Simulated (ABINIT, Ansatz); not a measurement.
# TiTe2 (P-3m1): zone-centre phonons

Which modes does TiTe2 (P-3m1) have at the zone centre?

Program: ABINIT 10.8.3. Level of theory: DFT LDA, scalar-relativistic, plane waves, PseudoDojo norm-conserving pseudopotentials. Results are calculated unless marked as measured.

Report form: the programs' logs are mostly left out.

**1. Starting point**

The cell holds 3 atoms: 1 Ti and 2 Te. Its edges and angles: a = 3.730 Å, b = 3.730 Å, c = 16.300 Å, α = 90.0°, β = 90.0°, γ = 120.0°. Vacuum lies along c.

**2. A probe with smearing**

A first run with smearing and empty bands tells whether the crystal has a gap, which decides between fixed occupations and smearing later on.

Contents of probe.abi:

```
# ground state
tolvrs 1.0d-08
prtden 1
prtwf 1

# basis, mesh and filling
ecut 38.0
ngkpt 6 6 1
nshiftk 1
shiftk 0.0 0.0 0.0
istwfk *1
occopt 7
tsmear 0.005
nband 31
nstep 100
diemac 9.0
prtebands 0
prtgsr 0
useylm 1

# cell and atoms
acell 7.048673256 7.048673256 30.80253583
rprim 
    1.0 0.0 0.0
    -0.5 0.8660254038 0.0
    0.0 0.0 1.0
ntypat 2
znucl 22 52
natom 3
typat 1 2 2
xred 
    0.0 0.0 0.5
    1/3 2/3 0.6015950000
    2/3 1/3 0.3984050000
pp_dirpath "./pseudo"
pseudos "Ti.upf, Te.upf"
```

Started as:

```bash
OMP_NUM_THREADS=1 mpirun -n 7 abinit probe.abi > probe.log
```

The job ended after 36 s (7 MPI ranks of Arm Neoverse V1, shared host; 4.2 min of CPU time).

Read from the output:

* gap on the k-mesh: 0 eV
* area per atom: 4.016 Å²

No gap opens on this mesh, so smearing is kept.

**3. Rough relaxation**

The typed start is rough, so a first relaxation with smearing and loose thresholds takes it towards rest cheaply.

Contents of prerelax.abi:

```
# relaxation
ionmov 2
optcell 9
dilatmx 1.15
chkdilatmx 0
ntime 40
tolmxf 3.0d-04
tolvrs 1.0d-10
prtwf 0
prtden 0
chksymtnons 0

# basis, mesh and filling
ecut 38.0
ecutsm 3.0
ngkpt 6 6 1
nshiftk 1
shiftk 0.0 0.0 0.0
istwfk *1
occopt 7
tsmear 0.005
nband 31
nstep 100
diemac 1000000.0
prtebands 0
prtgsr 0
useylm 1

# cell and atoms
acell 7.048673256 7.048673256 30.80253583
rprim 
    1.0 0.0 0.0
    -0.5 0.8660254038 0.0
    0.0 0.0 1.0
ntypat 2
znucl 22 52
natom 3
typat 1 2 2
xred 
    0.0 0.0 0.5
    1/3 2/3 0.6015950000
    2/3 1/3 0.3984050000
pp_dirpath "./pseudo"
pseudos "Ti.upf, Te.upf"
```

Started as:

```bash
OMP_NUM_THREADS=1 mpirun -n 7 abinit prerelax.abi > prerelax.log
```

Run time: 7.5 min. Hardware: 7 MPI ranks.

Relaxation path:

```
step  energy less that of the first step (eV)  largest force (eV/Å)  volume (Å³)
   1                                   0.0000                0.2440       196.40
   2                                  -0.0015                0.2272       196.26
   3                                  -0.0181                0.0677       193.17
   4                                  -0.0197                0.1060       192.28
   5                                  -0.0230                0.1431       190.16
   6                                  -0.0261                0.1262       187.84
   7                                  -0.0281                0.0569       186.32
   8                                  -0.0284                0.0093       186.29
```

```
cell as run  before  after  change
      a (Å)   3.730  3.633  -2.6 %
      b (Å)   3.730  3.633  -2.6 %
```

The atoms that moved most (Å, along periodic axes as changes of fractional coordinates times the final cell, across vacuum about the mean position):

```
atom     dx     dy      dz  length
 Te2  0.000  0.000   0.083   0.083
 Te3  0.000  0.000  -0.083   0.083
```

The relaxed structure:

```xyz
3
Lattice="3.6328 0.0000 0.0000 -1.8164 3.1461 0.0000 0.0000 0.0000 16.3000" Properties=species:S:1:pos:R:3
Ti    0.0000    0.0000    8.1500
Te    0.0000    2.0974    9.8892
Te    1.8164    1.0487    6.4108
```

Read from the output:

| Item | Value |
| --- | --- |
| area per atom | 3.81 Å² |

The volume changes by -5.1 % in this run and stands -5.1 % from the first cell.

**4. Relaxation**

The in-plane cell and the atoms are brought to rest; the spacing across the vacuum is kept.

Contents of relax.abi:

```
# relaxation
ionmov 2
optcell 9
dilatmx 1.08
ntime 40
tolmxf 1.0d-05
tolvrs 1.0d-14
prtwf 0
prtden 0
chksymtnons 0

# basis, mesh and filling
ecut 47.0
ecutsm 3.0
ngkpt 12 12 1
nshiftk 1
shiftk 0.0 0.0 0.0
istwfk *1
occopt 7
tsmear 0.01
nband 31
nstep 100
diemac 1000000.0
prtebands 0
prtgsr 0
useylm 1

# cell and atoms
acell 6.864927922 6.864927922 30.80253583
rprim 
    1.0 0.0 0.0
    -0.5 0.8660254038 0.0
    0.0 0.0 1.0
ntypat 2
znucl 22 52
natom 3
typat 1 2 2
xred 
    0.0 0.0 0.5
    1/3 2/3 0.6066968743
    2/3 1/3 0.3933031257
pp_dirpath "./pseudo"
pseudos "Ti.upf, Te.upf"
```

Started as:

```bash
OMP_NUM_THREADS=1 mpirun -n 16 abinit relax.abi > relax.log
```

Run time: 11 min. Hardware: 16 MPI ranks; 3.1 h of CPU time.

Little changed from the start: no atom moved by 0.005 Å and no cell edge by 0.1 %.

This step gave:

```yaml
area_per_atom: 3.805 Å²
```

The volume changes by -0.1 % in this run and stands -5.3 % from the first cell.

**5. Self-consistent run for the response**

First-order wavefunctions inherit every error of the ground state, hence the very tight tolvrs. Smearing stays on, as the first look found no gap above 0.3 eV.

Contents of gs.abi:

```
# ground state
tolvrs 1.0d-16
prtden 1
prtwf 1

# basis, mesh and filling
ecut 38.0
ngkpt 12 12 1
nshiftk 1
shiftk 0.0 0.0 0.0
istwfk *1
occopt 7
tsmear 0.01
nband 31
nstep 100
diemac 1000000.0
prtebands 0
prtgsr 0
useylm 1

# cell and atoms
acell 6.861035209 6.861035209 30.80253583
rprim 
    1.0 0.0 0.0
    -0.5 0.8660254038 0.0
    0.0 0.0 1.0
ntypat 2
znucl 22 52
natom 3
typat 1 2 2
xred 
    0.0 0.0 0.5
    1/3 2/3 0.6066004585
    2/3 1/3 0.3933995415
pp_dirpath "./pseudo"
pseudos "Ti.upf, Te.upf"
```

Started as:

```bash
OMP_NUM_THREADS=1 mpirun -n 16 abinit gs.abi > gs.log
```

Wall time 95 s (16 MPI ranks); 25 min of CPU time.

**6. Zone-centre response**

At q = 0 one unit cell holds all displacements. The response is solved for single atoms along the cell's directions, and symmetry skips those that follow from others. The crystal is treated as a metal, which screens a static field, so no field response is asked.

Contents of dfpt_gamma.abi:

```

# common to the responses
getwfk_filepath "gso_WFK"
kptopt 2
nqpt 1
qpt 0.0 0.0 0.0
asr 0
chneut 0

# displacements
rfphon 1
rfatpol 1 3
rfdir 1 1 1
tolvrs 1.0d-10
prtwf 0

# basis, mesh and filling
ecut 38.0
ngkpt 12 12 1
nshiftk 1
shiftk 0.0 0.0 0.0
istwfk *1
occopt 7
tsmear 0.01
nband 31
nstep 100
diemac 1000000.0
prtebands 0
prtgsr 0
useylm 1

# cell and atoms
acell 6.861035209 6.861035209 30.80253583
rprim 
    1.0 0.0 0.0
    -0.5 0.8660254038 0.0
    0.0 0.0 1.0
ntypat 2
znucl 22 52
natom 3
typat 1 2 2
xred 
    0.0 0.0 0.5
    1/3 2/3 0.6066004585
    2/3 1/3 0.3933995415
pp_dirpath "./pseudo"
pseudos "Ti.upf, Te.upf"
```

Started as:

```bash
OMP_NUM_THREADS=1 mpirun -n 16 abinit dfpt_gamma.abi > dfpt_gamma.log
```

The job ended after 7.6 min (16 MPI ranks; 2 h of CPU time).

Numbers from this step:

* largest acoustic frequency at the zone centre before the sum rule: 0.7 cm⁻¹
* highest optical zone-centre mode (no LO-TO term): 276.6 cm⁻¹
* lowest optical zone-centre mode: 97 cm⁻¹

The acoustic modes at Γ come out as far as 0.7 cm⁻¹ from zero, where they should vanish, a small numerical error.

**7. Modes with the sum rule**

anaddb reads the merged derivatives and imposes the acoustic sum rule.

Contents of anaddb.abi:

```
ddb_filepath "gamma_DDB"
output_file "anaddb.abo"
outdata_prefix "anaddb"
asr 1
chneut 1
enunit 2
eivec 1
nph1l 1
qph1l 0.0 0.0 0.0 1.0
```

Contents of mrgddb.in:

```
gamma_DDB
merged
2
dfpt_gammao_DDB
gso_DDB
```

Started as:

```bash
mrgddb < mrgddb.in > mrgddb.log
OMP_NUM_THREADS=1 anaddb anaddb.abi > anaddb.log
```

It took 0.51 s on 1 thread.

No LO-TO term; unit eigenvectors of the mass-weighted matrix, from anaddb's displacements. The modes at Γ (shares of kinetic energy by element, %):

```
mode  frequency (cm⁻¹)  Ti %  Te %
   1               0.0    16    84
   2               0.0    16    84
   3               0.0    16    84
   4              97.0     0   100
   5              97.0     0   100
   6             139.9     0   100
   7             178.2    84    16
   8             178.2    84    16
   9             276.6    84    16
```

Displacements in mode 4 (97.0 cm⁻¹), the largest set to 1:
```
Ti1  0.00  0.00  0.00
Te2  0.00  1.00  0.00
Te3  0.00 -1.00  0.00
```

Displacements in mode 7 (178.2 cm⁻¹), the largest set to 1:
```
Ti1  0.00  1.00  0.00
Te2  0.00 -0.19  0.00
Te3  0.00 -0.19  0.00
```

The rule moves no optical mode by more than 0.1 cm⁻¹.

**8. Sum rules set otherwise (asr 0)**

Without the rule the raw error of the acoustic modes shows.

Changes to anaddb.abi since step 7:

```diff
@@ -3,4 +3,4 @@
 outdata_prefix "anaddb"
-asr 1
-chneut 1
+asr 0
+chneut 0
 enunit 2
```

mrgddb.in is that of step 7.

It took 0.5 s on 1 thread.

Zone-centre frequencies as printed; negative means imaginary. Modes:

```
mode  frequency (cm⁻¹)
   1               0.7
   2               0.7
   3               0.7
   4                97
   5                97
   6             139.9
   7             178.2
   8             178.2
   9             276.6
```

**9. Results**

```yaml
space_group_after_relaxation: P-3m1
area_per_atom: 3.81 Å²
highest_optical_zone_centre_mode_no_lo_to_term: 276.6 cm⁻¹
lowest_optical_zone_centre_mode: 97 cm⁻¹
imaginary_optical_modes_at_the_zone_centre_no_q_mesh_in_this_session: none
```

In words: At the LDA level the optical modes of TiTe2 (P-3m1) at the zone centre run from 97 to 277 cm⁻¹. These are harmonic frequencies at zero temperature: anharmonic shifts and linewidths and thermal expansion are left out. Spin-orbit coupling is left out, which can matter for the heavy elements here. The sheet is repeated along c with vacuum between and no cut of the Coulomb interaction; dielectric tensors refer to the cell with its vacuum, no LO-TO term enters the bands, and the bending branch near Γ is rough. In a metal the frequencies hang on the k mesh and the smearing, most of all near Kohn anomalies. A run in a second program is left out, since it treats the direction across the vacuum otherwise. The sheet was typed on a prototype.

[Host names and launcher messages were left out of these logs when they were recorded.]

[Logs are printed without paths, hosts, clocks, repeated set-up lines and the standing remarks that a program may print on its own settings, such as how far it seeks lower states.]

[Hosts, paths, dates, database ids (printed as entryN), source tags and the programs' standing remarks are cut or masked in the printed files.]
